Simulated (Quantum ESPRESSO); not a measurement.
# CrPbO3: which magnetic order is lowest

A self-consistent run ends on one state, which hangs on the start. Several orders of CrPbO3 are started in Quantum ESPRESSO and their energies compared.

Calculated with Quantum ESPRESSO 7.5; PBEsol; plane waves with GBRV 1.5 PBEsol potentials, no spin-orbit coupling.

**What experiment says.**

For PbCrO3, cubic perovskite (earlier literature sample), “Unraveling structural, electronic, and magnetic ambiguities in Pb1-deltaCrO3 with an insulating charge-transfer band structure” (2024, arxiv:2410.11649) quotes earlier work: moment (ordered Cr moment from earlier neutron diffraction) 2.2 μB [literature value quoted from earlier neutron diffraction; measurement temperature not …].

Most raw output is cut from this account.

## Step 1: The starting structure

The structure is cubic, space group Pm-3m (No. 221). Conventional cell: a = 4.011 Å, b = 4.011 Å, c = 4.011 Å, α = 90.00°, β = 90.00°, γ = 90.00°. Nearest to Cr lie 6 O at 2.01 Å. Nearest to Pb lie 12 O at 2.84 Å. O has 2 Cr at 2.01 Å nearest. Farther neighbours and most contacts between anions are not listed.

The cell comes from Materials Project 2023-11-01, a database of computed structures, and need not be the stable phase.

## Step 2: Run 1, typed as ferro +

The signs are those of the starting moments on the seeded atoms, the atoms that are given a moment.

pw.in reads:

```
&CONTROL
  calculation = 'scf'
  prefix = 'pwscf'
  outdir = './tmp'
  pseudo_dir = './pseudo'
  disk_io = 'nowf'
/
&SYSTEM
  ibrav = 0
  celldm(1) = 8
  nat = 5
  ntyp = 3
  ecutwfc = 40
  ecutrho = 280
  nbnd = 34
  occupations = 'smearing'
  smearing = 'fd'
  degauss = 0.00367493
  nspin = 2
  starting_magnetization(1) = 0.2143
  starting_magnetization(2) = 0
  starting_magnetization(3) = 0
/
&ELECTRONS
  conv_thr = 1d-08
  electron_maxstep = 150
  mixing_beta = 0.3
/
ATOMIC_SPECIES
Cr     51.9961 cr_pbesol_v1.5.uspp.F.UPF
Pb    207.2000 pb_pbesol_v1.uspp.F.UPF
O      15.9990 o_pbesol_v1.2.uspp.F.UPF
CELL_PARAMETERS alat
   0.9475086788874    0.0000000000000    0.0000000000000
   0.0000000000000    0.9475086788874    0.0000000000000
   0.0000000000000    0.0000000000000    0.9475086788874
ATOMIC_POSITIONS crystal
Cr      0.0000000000    0.0000000000    0.0000000000
Pb      0.5000000000    0.5000000000    0.5000000000
O       0.0000000000    0.0000000000    0.5000000000
O       0.0000000000    0.5000000000    0.0000000000
O       0.5000000000    0.0000000000    0.0000000000
K_POINTS automatic
6 6 6 0 0 0
```

Launch:

```bash
$ OMP_NUM_THREADS=1 mpirun -n 4 pw.x -nk 4 -in pw.in > pw.out
```

Wall time 12 s (4 MPI ranks of Arm Neoverse V2, shared host); peak memory 0.42 GiB.

Spin moment in the atom's sphere by atom:

| atom | spin moment in the atom's sphere (μB) |
| --- | --- |
| Cr1 | 1.81 |
| Pb2 | -0.01 |
| O3 | -0.05 |
| O4 | -0.05 |
| O5 | -0.05 |

Read from the output:

```yaml
smearing_term_ts: 0.02977 eV
magnetization: 2 μB
absolute_magnetization: 2.324 μB
final_state: ferromagnetic
```

## Step 3: Start 2: antiferro q=(0,0,1/2) +−

This order needs a doubled cell of 10 atoms. The wavevector q is in fractions of the reciprocal vectors of the crystal's primitive cell, as the cells of these inputs are built from it; moments change sign between cells as cos(2π q·R).

pw.in reads:

```
&CONTROL
  calculation = 'scf'
  prefix = 'pwscf'
  outdir = './tmp'
  pseudo_dir = './pseudo'
  disk_io = 'nowf'
/
&SYSTEM
  ibrav = 0
  celldm(1) = 8
  nat = 10
  ntyp = 4
  ecutwfc = 40
  ecutrho = 280
  nbnd = 60
  occupations = 'smearing'
  smearing = 'fd'
  degauss = 0.00367493
  nspin = 2
  starting_magnetization(1) = 0.2143
  starting_magnetization(2) = -0.2143
  starting_magnetization(3) = 0
  starting_magnetization(4) = 0
/
&ELECTRONS
  conv_thr = 2d-08
  electron_maxstep = 150
  mixing_beta = 0.3
/
ATOMIC_SPECIES
Cr1    51.9961 cr_pbesol_v1.5.uspp.F.UPF
Cr2    51.9961 cr_pbesol_v1.5.uspp.F.UPF
Pb    207.2000 pb_pbesol_v1.uspp.F.UPF
O      15.9990 o_pbesol_v1.2.uspp.F.UPF
CELL_PARAMETERS alat
   0.9475086788874    0.0000000000000    0.0000000000000
   0.0000000000000    0.9475086788874    0.0000000000000
   0.0000000000000    0.0000000000000    1.8950173577747
ATOMIC_POSITIONS crystal
Cr1     0.0000000000    0.0000000000    0.0000000000
Cr2     0.0000000000    0.0000000000    0.5000000000
Pb      0.5000000000    0.5000000000    0.2500000000
Pb      0.5000000000    0.5000000000    0.7500000000
O       0.0000000000    0.0000000000    0.2500000000
O       0.0000000000    0.0000000000    0.7500000000
O       0.0000000000    0.5000000000    0.0000000000
O       0.0000000000    0.5000000000    0.5000000000
O       0.5000000000    0.0000000000    0.0000000000
O       0.5000000000    0.0000000000    0.5000000000
K_POINTS automatic
6 6 3 0 0 0
```

Elapsed: 58 s, on 4 MPI ranks; peak memory 0.85 GiB; 3.9 min of CPU time.

Spin moment in the atom's sphere by atom:

| atom | spin moment in the atom's sphere (μB) |
| --- | --- |
| Cr1 | 1.71 |
| Cr2 | -1.71 |
| Pb3 | 0.00 |
| Pb4 | 0.00 |
| O5 | 0.00 |
| O6 | 0.00 |
| O7 | -0.05 |
| O8 | 0.05 |
| O9 | -0.05 |
| O10 | 0.05 |

This step gave:

| Quantity | Value |
| --- | --- |
| smearing term TS | 0.05281 eV |
| magnetization | 0 μB |
| absolute magnetization | 4.39 μB |
| final state | antiferromagnetic |

## Step 4: Start 3: antiferro q=(1/2,1/2,1/2) +−

The cell is doubled to 10 atoms to hold this order.

pw.in reads:

```
&CONTROL
  calculation = 'scf'
  prefix = 'pwscf'
  outdir = './tmp'
  pseudo_dir = './pseudo'
  disk_io = 'nowf'
/
&SYSTEM
  ibrav = 0
  celldm(1) = 8
  nat = 10
  ntyp = 4
  ecutwfc = 40
  ecutrho = 280
  nbnd = 60
  occupations = 'smearing'
  smearing = 'fd'
  degauss = 0.00367493
  nspin = 2
  starting_magnetization(1) = 0.2143
  starting_magnetization(2) = -0.2143
  starting_magnetization(3) = 0
  starting_magnetization(4) = 0
/
&ELECTRONS
  conv_thr = 2d-08
  electron_maxstep = 150
  mixing_beta = 0.3
/
ATOMIC_SPECIES
Cr1    51.9961 cr_pbesol_v1.5.uspp.F.UPF
Cr2    51.9961 cr_pbesol_v1.5.uspp.F.UPF
Pb    207.2000 pb_pbesol_v1.uspp.F.UPF
O      15.9990 o_pbesol_v1.2.uspp.F.UPF
CELL_PARAMETERS alat
   1.8950173577747    0.0000000000000    0.0000000000000
   0.9475086788874    0.9475086788874    0.0000000000000
   0.9475086788874    0.0000000000000    0.9475086788874
ATOMIC_POSITIONS crystal
Cr1     0.0000000000    0.0000000000    0.0000000000
Cr2     0.5000000000    0.0000000000    0.0000000000
Pb      0.7500000000    0.5000000000    0.5000000000
Pb      0.2500000000    0.5000000000    0.5000000000
O       0.7500000000    0.0000000000    0.5000000000
O       0.2500000000    0.0000000000    0.5000000000
O       0.7500000000    0.5000000000    0.0000000000
O       0.2500000000    0.5000000000    0.0000000000
O       0.2500000000    0.0000000000    0.0000000000
O       0.7500000000    0.0000000000    0.0000000000
K_POINTS automatic
3 6 6 0 0 0
```

Elapsed: 66 s, on 4 MPI ranks; peak memory 0.8 GiB.

Spin moment in the atom's sphere by atom:

| atom | spin moment in the atom's sphere (μB) |
| --- | --- |
| Cr1 | 1.67 |
| Cr2 | -1.67 |
| Pb3 | 0.00 |
| Pb4 | 0.00 |
| O5 | 0.00 |
| O6 | 0.00 |
| O7 | 0.00 |
| O8 | 0.00 |
| O9 | 0.00 |
| O10 | 0.00 |

This step gave:

```yaml
smearing_term_ts: 0.06677 eV
magnetization: 0 μB
absolute_magnetization: 4.203 μB
final_state: antiferromagnetic
```

## Step 5: Run 4 (no spin polarisation)

pw.in reads:

```
&CONTROL
  calculation = 'scf'
  prefix = 'pwscf'
  outdir = './tmp'
  pseudo_dir = './pseudo'
  disk_io = 'nowf'
/
&SYSTEM
  ibrav = 0
  celldm(1) = 8
  nat = 5
  ntyp = 3
  ecutwfc = 40
  ecutrho = 280
  nbnd = 32
  occupations = 'smearing'
  smearing = 'fd'
  degauss = 0.00367493
/
&ELECTRONS
  conv_thr = 1d-08
  electron_maxstep = 150
  mixing_beta = 0.3
/
ATOMIC_SPECIES
Cr     51.9961 cr_pbesol_v1.5.uspp.F.UPF
Pb    207.2000 pb_pbesol_v1.uspp.F.UPF
O      15.9990 o_pbesol_v1.2.uspp.F.UPF
CELL_PARAMETERS alat
   0.9475086788874    0.0000000000000    0.0000000000000
   0.0000000000000    0.9475086788874    0.0000000000000
   0.0000000000000    0.0000000000000    0.9475086788874
ATOMIC_POSITIONS crystal
Cr      0.0000000000    0.0000000000    0.0000000000
Pb      0.5000000000    0.5000000000    0.5000000000
O       0.0000000000    0.0000000000    0.5000000000
O       0.0000000000    0.5000000000    0.0000000000
O       0.5000000000    0.0000000000    0.0000000000
K_POINTS automatic
6 6 6 0 0 0
```

The job ended after 6.5 s (4 MPI ranks; peak memory 0.37 GiB).

Numbers from this step:

* smearing term TS: 0.05126 eV
* final state: non-magnetic (no spin polarisation)

## Step 6: Ranking

An order is kept where moments of 0.15 μB or more survive with the typed signs; meshes match where a doubled cell samples the same k points as the first cell.

Orders:

| start | final state | typed order kept | energy over the lowest (meV a seeded atom) | largest site moment (μB) | net moment (μB a cell of the first run) | mesh matched | CPU time (s) |
| --- | --- | --- | --- | --- | --- | --- | --- |
| ferro + | ferromagnetic | yes | 11.03 | 1.81 | 2 | yes | 46.73 |
| antiferro q=(0,0,1/2) +- | antiferromagnetic | yes | 0 | 1.713 | 0 | yes | 231.5 |
| antiferro q=(1/2,1/2,1/2) +- | antiferromagnetic | yes | 6.083 | 1.669 | 0 | yes | 263.4 |
| no spin polarisation | non-magnetic | - | 419.4 | 0 | 0 | yes | 25.52 |

## Step 7: Energy mapping

E = −Σ J e·e over ordered pairs of unit vectors, so each pair counts twice. As many shells are taken as there are differences of energy, so the couplings are solved for and no residual tests the model; further shells are folded in, and shells whose pairs keep their relative signs in all orders cancel and are not probed. Couplings from the energies:

| pair | distance (Å) | neighbours an atom | J (meV) |
| --- | --- | --- | --- |
| Cr-Cr | 4.011 | 6 | -0.412 |
| Cr-Cr | 5.673 | 12 | -0.5862 |

## Step 8: Outcome

```
lowest state found                                                     : antiferromagnetic (from antiferro q=(0,0,1/2) +-)
largest site moment                                                    : 1.71 μB
next state with moments                                                : antiferromagnetic, 6.08 meV a seeded atom higher
state without moments                                                  : 419 meV a seeded atom higher
J of the weightiest shell (Cr-Cr, 5.67 Å; E = −Σ J e·e, ordered pairs) : -0.586 meV
```

In words: Forming the moments gains more than four times the spread of the orders, as local moments do. The smearing terms TS of the orders run from 26 to 33 meV a seeded atom, so the differences would change at a smaller width: an order with a larger TS is lowered more by the smearing. The largest moment changes by 7.8 % between the kept orders, a modest change. This is the lowest of 4 collinear or spinless starts, no proof of the ground state. A computed site moment is spin alone and hangs on the region that is counted: the program's spheres do not touch and miss the tail of the moment. Measured moments hold any orbital part as well, and belong to the order of the sample, which need not be the order of this run. No Hubbard term acts here. In such compounds local and semilocal functionals without one often delocalise the d electrons, and can shrink or lose moments and miss the size, sign and order of the couplings. The smearing term is large for its width, so states at the Fermi level are partly filled: at this level the cell is a metal or has a gap of a few widths at most.

Computed beside measured:

| quantity | measured | in the sphere |
| --- | --- | --- |
| moment (Cr) (μB) | 2.2 | 1.71 (-22.1 %) |

Measured values from arxiv:2410.11649 (2024).

**Verdict.** The moment is off by -22.1 %. No cell relaxation is part of this session.

[Logs and program files are shortened in this print: banners, set-up blocks, solver, clock and traceback lines can be left out without a mark of their own.]

[Logs are printed without paths, hosts, clocks, repeated set-up lines and the standing remarks that a program may print on its own settings, such as how far it seeks lower states.]

[Hosts, paths, dates, database ids (printed as entryN), source tags and the programs' standing remarks are cut or masked in the printed files.]

[Where a cell is said to come from a database of computed structures, the database is the Materials Project.]
